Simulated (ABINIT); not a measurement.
# AlBTe3 (Pm-3m): zone-centre phonons, part 3 of 4

Which modes does AlBTe3 (Pm-3m) have at the zone centre?

ABINIT 10.8.3; DFT LDA, scalar-relativistic, plane waves, PseudoDojo norm-conserving pseudopotentials.

So far. Step 5 (Ground state): The cell stands at -0.57 GPa: the relaxation ran with a smoothed and higher cutoff, and the difference is a stress of the finite basis. Step 6 (Linear response at Γ): The acoustic modes at Γ come out as far as 3.6 cm⁻¹ from zero, where they should vanish, a small numerical error. The lowest optical mode is imaginary, 102i cm⁻¹, an instability at this level and on this k mesh. The relaxed cell has a = 4.809 Å (conventional setting).

The structure was built from a prototype and need not be the compound's stable phase.

### Step 7. Zone-centre analysis

anaddb reads the merged derivatives and imposes the acoustic sum rule.

anaddb.abi

```
ddb_filepath "gamma_DDB"
output_file "anaddb.abo"
outdata_prefix "anaddb"
asr 1
chneut 1
enunit 2
eivec 1
nph1l 1
qph1l 0.0 0.0 0.0 1.0
```

mrgddb.in

```
gamma_DDB
merged
2
dfpt_gammao_DDB
gso_DDB
```

On the command line:

```sh
$ mrgddb < mrgddb.in > mrgddb.log
$ OMP_NUM_THREADS=1 anaddb anaddb.abi > anaddb.log
```

anaddb.abo, the main output file:

```text
-outvars_anaddb: echo values of input variables ----------------------

 Miscellaneous information :
      enunit         2
       eivec         1
         asr         1
 First list of wavevector (reduced coord.) :
       nph1l         1
       qph1l
                     0.00000000E+00  0.00000000E+00  0.00000000E+00    1.000E+00

================================================================================

 read the DDB information and perform some checks

  ==== Info on the Cryst% object ====
 Real(R)+Recip(G) space primitive vectors, cartesian coordinates (Bohr,Bohr^-1):
 R(1)=  9.0875076  0.0000000  0.0000000  G(1)=  0.1100412  0.0000000  0.0000000
 R(2)=  0.0000000  9.0875076  0.0000000  G(2)=  0.0000000  0.1100412  0.0000000
 R(3)=  0.0000000  0.0000000  9.0875076  G(3)=  0.0000000  0.0000000  0.1100412
 Unit cell volume ucvol=  7.5047176E+02 bohr^3
 Angles (23,13,12)=  9.00000000E+01  9.00000000E+01  9.00000000E+01 degrees
 Time-reversal symmetry is present
 Reduced atomic positions [iatom, xred, symbol]:
    1)    0.0000000  0.0000000  0.0000000  Al
    2)    0.5000000  0.5000000  0.5000000   B
    3)    0.5000000  0.5000000  0.0000000  Te
    4)    0.5000000  0.0000000  0.5000000  Te
    5)    0.0000000  0.5000000  0.5000000  Te

 DDB file with 3 blocks has been read.

================================================================================

 Treat the first list of vectors

  Phonon wavevector (reduced coordinates) :  0.00000  0.00000  0.00000
 Phonon energies in Hartree :
  -4.659160E-04 -4.659160E-04 -4.659160E-04  0.000000E+00  0.000000E+00
   0.000000E+00  1.389135E-04  1.389135E-04  1.389135E-04  3.325871E-04
   3.325871E-04  3.325871E-04  1.000882E-03  1.000882E-03  1.000882E-03
 Phonon energies in meV     :
- -1.267822E+01 -1.267822E+01 -1.267822E+01  0.000000E+00  0.000000E+00
-  0.000000E+00  3.780029E+00  3.780029E+00  3.780029E+00  9.050156E+00
-  9.050156E+00  9.050156E+00  2.723539E+01  2.723539E+01  2.723539E+01
 Phonon frequencies in cm-1    :
- -1.022568E+02 -1.022568E+02 -1.022568E+02  0.000000E+00  0.000000E+00
-  0.000000E+00  3.048799E+01  3.048799E+01  3.048799E+01  7.299443E+01
-  7.299443E+01  7.299443E+01  2.196683E+02  2.196683E+02  2.196683E+02
 Phonon frequencies in Thz     :
- -3.065580E+00 -3.065580E+00 -3.065580E+00  0.000000E+00  0.000000E+00
-  0.000000E+00  9.140070E-01  9.140070E-01  9.140070E-01  2.188318E+00
-  2.188318E+00  2.188318E+00  6.585489E+00  6.585489E+00  6.585489E+00
 Phonon energies in Kelvin  :
- -1.471247E+02 -1.471247E+02 -1.471247E+02  0.000000E+00  0.000000E+00
-  0.000000E+00  4.386542E+01  4.386542E+01  4.386542E+01  1.050227E+02
-  1.050227E+02  1.050227E+02  3.160536E+02  3.160536E+02  3.160536E+02

 Eigendisplacements
 (will be given, for each mode : in cartesian coordinates
   for each atom the real part of the displacement vector,
   then the imaginary part of the displacement vector - absolute values smaller than 1.0d-7 are set to zero)
  Mode number    1   Energy   -4.659160E-04
 Attention : low frequency mode.
   (Could be unstable or acoustic mode)
-  1  0.00000000E+00  0.00000000E+00 -4.30406365E-03
-     0.00000000E+00  0.00000000E+00  0.00000000E+00
-  2  0.00000000E+00  0.00000000E+00 -3.66362142E-04
-     0.00000000E+00  0.00000000E+00  0.00000000E+00
-  3  0.00000000E+00  0.00000000E+00  8.95040973E-05
-     0.00000000E+00  0.00000000E+00  0.00000000E+00
-  4  0.00000000E+00  0.00000000E+00  4.25824882E-04
-     0.00000000E+00  0.00000000E+00  0.00000000E+00
-  5  0.00000000E+00  0.00000000E+00  4.25824882E-04
-     0.00000000E+00  0.00000000E+00  0.00000000E+00
  Mode number    2   Energy   -4.659160E-04
 Attention : low frequency mode.
   (Could be unstable or acoustic mode)
-  1  0.00000000E+00  4.30406365E-03  0.00000000E+00
-     0.00000000E+00  0.00000000E+00  0.00000000E+00
-  2  0.00000000E+00  3.66362142E-04  0.00000000E+00
-     0.00000000E+00  0.00000000E+00  0.00000000E+00
-  3  0.00000000E+00 -4.25824882E-04  0.00000000E+00
-     0.00000000E+00  0.00000000E+00  0.00000000E+00
-  4  0.00000000E+00 -8.95040973E-05  0.00000000E+00
-     0.00000000E+00  0.00000000E+00  0.00000000E+00
-  5  0.00000000E+00 -4.25824882E-04  0.00000000E+00
-     0.00000000E+00  0.00000000E+00  0.00000000E+00
  Mode number    3   Energy   -4.659160E-04
 Attention : low frequency mode.
   (Could be unstable or acoustic mode)
-  1  4.30406365E-03  0.00000000E+00  0.00000000E+00
-     0.00000000E+00  0.00000000E+00  0.00000000E+00
-  2  3.66362142E-04  0.00000000E+00  0.00000000E+00
-     0.00000000E+00  0.00000000E+00  0.00000000E+00
-  3 -4.25824882E-04  0.00000000E+00  0.00000000E+00
-     0.00000000E+00  0.00000000E+00  0.00000000E+00
-  4 -4.25824882E-04  0.00000000E+00  0.00000000E+00
-     0.00000000E+00  0.00000000E+00  0.00000000E+00
-  5 -8.95040973E-05  0.00000000E+00  0.00000000E+00
-     0.00000000E+00  0.00000000E+00  0.00000000E+00
  Mode number    4   Energy    0.000000E+00
 Attention : low frequency mode.
   (Could be unstable or acoustic mode)
-  1  0.00000000E+00  0.00000000E+00 -1.14205670E-03
-     0.00000000E+00  0.00000000E+00  0.00000000E+00
-  2  0.00000000E+00  0.00000000E+00 -1.14212620E-03
-     0.00000000E+00  0.00000000E+00  0.00000000E+00
-  3  0.00000000E+00  0.00000000E+00 -1.14206544E-03
-     0.00000000E+00  0.00000000E+00  0.00000000E+00
-  4  0.00000000E+00  0.00000000E+00 -1.14205589E-03
-     0.00000000E+00  0.00000000E+00  0.00000000E+00
-  5  0.00000000E+00  0.00000000E+00 -1.14205589E-03
-     0.00000000E+00  0.00000000E+00  0.00000000E+00
  Mode number    5   Energy    0.000000E+00
 Attention : low frequency mode.
   (Could be unstable or acoustic mode)
-  1  0.00000000E+00 -1.14205670E-03  0.00000000E+00
-     0.00000000E+00  0.00000000E+00  0.00000000E+00
-  2  0.00000000E+00 -1.14212620E-03  0.00000000E+00
-     0.00000000E+00  0.00000000E+00  0.00000000E+00
-  3  0.00000000E+00 -1.14205589E-03  0.00000000E+00
-     0.00000000E+00  0.00000000E+00  0.00000000E+00
-  4  0.00000000E+00 -1.14206544E-03  0.00000000E+00
-     0.00000000E+00  0.00000000E+00  0.00000000E+00
-  5  0.00000000E+00 -1.14205589E-03  0.00000000E+00
-     0.00000000E+00  0.00000000E+00  0.00000000E+00
  Mode number    6   Energy    0.000000E+00
 Attention : low frequency mode.
   (Could be unstable or acoustic mode)
-  1  1.14205670E-03  0.00000000E+00  0.00000000E+00
-     0.00000000E+00  0.00000000E+00  0.00000000E+00
-  2  1.14212620E-03  0.00000000E+00  0.00000000E+00
-     0.00000000E+00  0.00000000E+00  0.00000000E+00
-  3  1.14205589E-03  0.00000000E+00  0.00000000E+00
-     0.00000000E+00  0.00000000E+00  0.00000000E+00
-  4  1.14205589E-03  0.00000000E+00  0.00000000E+00
-     0.00000000E+00  0.00000000E+00  0.00000000E+00
-  5  1.14206544E-03  0.00000000E+00  0.00000000E+00
-     0.00000000E+00  0.00000000E+00  0.00000000E+00
  Mode number    7   Energy    1.389135E-04
-  1  0.00000000E+00  0.00000000E+00  0.00000000E+00
-     0.00000000E+00  0.00000000E+00  0.00000000E+00
-  2  0.00000000E+00  0.00000000E+00  0.00000000E+00
-     0.00000000E+00  0.00000000E+00  0.00000000E+00
-  3  0.00000000E+00  0.00000000E+00  0.00000000E+00
-     0.00000000E+00  0.00000000E+00  0.00000000E+00
-  4  0.00000000E+00  0.00000000E+00  1.46615408E-03
-     0.00000000E+00  0.00000000E+00  0.00000000E+00
-  5  0.00000000E+00  0.00000000E+00 -1.46615408E-03
-     0.00000000E+00  0.00000000E+00  0.00000000E+00
  Mode number    8   Energy    1.389135E-04
-  1  0.00000000E+00  0.00000000E+00  0.00000000E+00
-     0.00000000E+00  0.00000000E+00  0.00000000E+00
-  2  0.00000000E+00  0.00000000E+00  0.00000000E+00
-     0.00000000E+00  0.00000000E+00  0.00000000E+00
-  3  0.00000000E+00 -1.46615408E-03  0.00000000E+00
-     0.00000000E+00  0.00000000E+00  0.00000000E+00
-  4  0.00000000E+00  0.00000000E+00  0.00000000E+00
-     0.00000000E+00  0.00000000E+00  0.00000000E+00
-  5  0.00000000E+00  1.46615408E-03  0.00000000E+00
-     0.00000000E+00  0.00000000E+00  0.00000000E+00
  Mode number    9   Energy    1.389135E-04
-  1  0.00000000E+00  0.00000000E+00  0.00000000E+00
-     0.00000000E+00  0.00000000E+00  0.00000000E+00
-  2  0.00000000E+00  0.00000000E+00  0.00000000E+00
-     0.00000000E+00  0.00000000E+00  0.00000000E+00
-  3  1.46615408E-03  0.00000000E+00  0.00000000E+00
-     0.00000000E+00  0.00000000E+00  0.00000000E+00
-  4 -1.46615408E-03  0.00000000E+00  0.00000000E+00
-     0.00000000E+00  0.00000000E+00  0.00000000E+00
-  5  0.00000000E+00  0.00000000E+00  0.00000000E+00
-     0.00000000E+00  0.00000000E+00  0.00000000E+00
  Mode number   10   Energy    3.325871E-04
-  1  0.00000000E+00  0.00000000E+00 -7.07262547E-04
-     0.00000000E+00  0.00000000E+00  0.00000000E+00
-  2  0.00000000E+00  0.00000000E+00  3.67721026E-03
-     0.00000000E+00  0.00000000E+00  0.00000000E+00
-  3  0.00000000E+00  0.00000000E+00  1.36937527E-03
-     0.00000000E+00  0.00000000E+00  0.00000000E+00
-  4  0.00000000E+00  0.00000000E+00 -7.65703244E-04
-     0.00000000E+00  0.00000000E+00  0.00000000E+00
-  5  0.00000000E+00  0.00000000E+00 -7.65703244E-04
-     0.00000000E+00  0.00000000E+00  0.00000000E+00
  Mode number   11   Energy    3.325871E-04
-  1  0.00000000E+00  7.07262547E-04  0.00000000E+00
-     0.00000000E+00  0.00000000E+00  0.00000000E+00
-  2  0.00000000E+00 -3.67721025E-03  0.00000000E+00
-     0.00000000E+00  0.00000000E+00  0.00000000E+00
-  3  0.00000000E+00  7.65703244E-04  0.00000000E+00
-     0.00000000E+00  0.00000000E+00  0.00000000E+00
-  4  0.00000000E+00 -1.36937527E-03  0.00000000E+00
-     0.00000000E+00  0.00000000E+00  0.00000000E+00
-  5  0.00000000E+00  7.65703244E-04  0.00000000E+00
-     0.00000000E+00  0.00000000E+00  0.00000000E+00
  Mode number   12   Energy    3.325871E-04
-  1  7.07262547E-04  0.00000000E+00  0.00000000E+00
-     0.00000000E+00  0.00000000E+00  0.00000000E+00
-  2 -3.67721025E-03  0.00000000E+00  0.00000000E+00
-     0.00000000E+00  0.00000000E+00  0.00000000E+00
-  3  7.65703244E-04  0.00000000E+00  0.00000000E+00
-     0.00000000E+00  0.00000000E+00  0.00000000E+00
-  4  7.65703244E-04  0.00000000E+00  0.00000000E+00
-     0.00000000E+00  0.00000000E+00  0.00000000E+00
-  5 -1.36937527E-03  0.00000000E+00  0.00000000E+00
-     0.00000000E+00  0.00000000E+00  0.00000000E+00
  Mode number   13   Energy    1.000882E-03
-  1  0.00000000E+00  0.00000000E+00  4.68863372E-05
-     0.00000000E+00  0.00000000E+00  0.00000000E+00
-  2  0.00000000E+00  0.00000000E+00 -5.98182287E-03
-     0.00000000E+00  0.00000000E+00  0.00000000E+00
-  3  0.00000000E+00  0.00000000E+00  1.05437304E-03
-     0.00000000E+00  0.00000000E+00  0.00000000E+00
-  4  0.00000000E+00  0.00000000E+00 -2.78725401E-04
-     0.00000000E+00  0.00000000E+00  0.00000000E+00
-  5  0.00000000E+00  0.00000000E+00 -2.78725401E-04
-     0.00000000E+00  0.00000000E+00  0.00000000E+00
  Mode number   14   Energy    1.000882E-03
-  1  0.00000000E+00  4.68863372E-05  0.00000000E+00
-     0.00000000E+00  0.00000000E+00  0.00000000E+00
-  2  0.00000000E+00 -5.98182287E-03  0.00000000E+00
-     0.00000000E+00  0.00000000E+00  0.00000000E+00
-  3  0.00000000E+00 -2.78725401E-04  0.00000000E+00
-     0.00000000E+00  0.00000000E+00  0.00000000E+00
-  4  0.00000000E+00  1.05437304E-03  0.00000000E+00
-     0.00000000E+00  0.00000000E+00  0.00000000E+00
-  5  0.00000000E+00 -2.78725401E-04  0.00000000E+00
-     0.00000000E+00  0.00000000E+00  0.00000000E+00
  Mode number   15   Energy    1.000882E-03
-  1  4.68863372E-05  0.00000000E+00  0.00000000E+00
-     0.00000000E+00  0.00000000E+00  0.00000000E+00
-  2 -5.98182287E-03  0.00000000E+00  0.00000000E+00
-     0.00000000E+00  0.00000000E+00  0.00000000E+00
-  3 -2.78725401E-04  0.00000000E+00  0.00000000E+00
-     0.00000000E+00  0.00000000E+00  0.00000000E+00
-  4 -2.78725401E-04  0.00000000E+00  0.00000000E+00
-     0.00000000E+00  0.00000000E+00  0.00000000E+00
-  5  1.05437304E-03  0.00000000E+00  0.00000000E+00
-     0.00000000E+00  0.00000000E+00  0.00000000E+00

 Analysis of degeneracies and characters (maximum tolerance=1.00E-06 a.u.)
 For each vibration mode, or group of modes if degenerate,
 the characters are given for each symmetry operation (see the list in the log file).
 Symmetry characters of vibration mode #   1
       degenerate with vibration modes #   2 to    3
  3.0 -3.0 -1.0  1.0 -1.0  1.0 -1.0  1.0  1.0 -1.0 -1.0  1.0  1.0 -1.0 -1.0  1.0
  0.0 -0.0  0.0 -0.0 -0.0  0.0 -0.0  0.0  1.0 -1.0 -1.0  1.0 -1.0  1.0  1.0 -1.0
  0.0 -0.0 -0.0  0.0 -0.0  0.0  0.0 -0.0  1.0 -1.0  1.0 -1.0 -1.0  1.0 -1.0  1.0
 Symmetry characters of vibration mode #   4
       degenerate with vibration modes #   5 to    6
  3.0 -3.0 -1.0  1.0 -1.0  1.0 -1.0  1.0  1.0 -1.0 -1.0  1.0  1.0 -1.0 -1.0  1.0
 -0.0  0.0 -0.0  0.0  0.0 -0.0  0.0 -0.0  1.0 -1.0 -1.0  1.0 -1.0  1.0  1.0 -1.0
 -0.0  0.0  0.0 -0.0  0.0 -0.0 -0.0  0.0  1.0 -1.0  1.0 -1.0 -1.0  1.0 -1.0  1.0
 Symmetry characters of vibration mode #   7
       degenerate with vibration modes #   8 to    9
  3.0 -3.0 -1.0  1.0 -1.0  1.0 -1.0  1.0 -1.0  1.0  1.0 -1.0 -1.0  1.0  1.0 -1.0
  0.0 -0.0  0.0 -0.0 -0.0  0.0 -0.0  0.0 -1.0  1.0  1.0 -1.0  1.0 -1.0 -1.0  1.0
  0.0 -0.0 -0.0  0.0 -0.0  0.0  0.0 -0.0 -1.0  1.0 -1.0  1.0  1.0 -1.0  1.0 -1.0
 Symmetry characters of vibration mode #  10
       degenerate with vibration modes #  11 to   12
  3.0 -3.0 -1.0  1.0 -1.0  1.0 -1.0  1.0  1.0 -1.0 -1.0  1.0  1.0 -1.0 -1.0  1.0
 -0.0  0.0 -0.0  0.0  0.0 -0.0  0.0 -0.0  1.0 -1.0 -1.0  1.0 -1.0  1.0  1.0 -1.0
 -0.0  0.0  0.0 -0.0  0.0 -0.0 -0.0  0.0  1.0 -1.0  1.0 -1.0 -1.0  1.0 -1.0  1.0
 Symmetry characters of vibration mode #  13
       degenerate with vibration modes #  14 to   15
  3.0 -3.0 -1.0  1.0 -1.0  1.0 -1.0  1.0  1.0 -1.0 -1.0  1.0  1.0 -1.0 -1.0  1.0
 -0.0  0.0 -0.0  0.0  0.0 -0.0  0.0 -0.0  1.0 -1.0 -1.0  1.0 -1.0  1.0  1.0 -1.0
 -0.0  0.0  0.0 -0.0  0.0 -0.0 -0.0  0.0  1.0 -1.0  1.0 -1.0 -1.0  1.0 -1.0  1.0
-
```

Elapsed: 0.51 s, on 1 thread of Arm Neoverse V1, shared host.

Numbers from this step:

| Item | Value |
| --- | --- |
| highest optical zone-centre mode (no LO-TO term) | 219.7 cm⁻¹ |

No LO-TO term; unit eigenvectors of the mass-weighted matrix, from anaddb's displacements. The modes at Γ (shares of kinetic energy by element, %) (negative means imaginary):

```csv
mode,frequency (cm⁻¹),symmetry,Al %,B %,Te %
1,-102.3,T1u,91,0,9
2,-102.3,T1u,91,0,9
3,-102.3,T1u,91,0,9
4,0.0,acoustic,6,3,91
5,0.0,acoustic,6,3,91
6,0.0,acoustic,6,3,91
7,30.5,T2u,0,0,100
8,30.5,T2u,0,0,100
9,30.5,T2u,0,0,100
10,73.0,T1u,2,27,71
11,73.0,T1u,2,27,71
12,73.0,T1u,2,27,71
13,219.7,T1u,0,71,29
14,219.7,T1u,0,71,29
15,219.7,T1u,0,71,29
```

Displacements in mode 1 (-102.3 cm⁻¹), the largest set to 1:
```
Al1  0.00  0.00 -1.00
B2   0.00  0.00 -0.09
Te3  0.00  0.00  0.02
Te4  0.00  0.00  0.10
Te5  0.00  0.00  0.10
```

Displacements in mode 13 (219.7 cm⁻¹), the largest set to 1:
```
Al1  0.00  0.00  0.01
B2   0.00  0.00 -1.00
Te3  0.00  0.00  0.18
Te4  0.00  0.00 -0.05
Te5  0.00  0.00 -0.05
```

The rule moves no optical mode by more than 0.2 cm⁻¹.

(Continued in part 4 of 4.)

[Host names and launcher messages were left out of these logs when they were recorded.]

[Logs are printed without paths, hosts, clocks, repeated set-up lines and the standing remarks that a program may print on its own settings, such as how far it seeks lower states.]

[Hosts, paths, dates, database ids (printed as entryN), source tags and the programs' standing remarks are cut or masked in the printed files.]
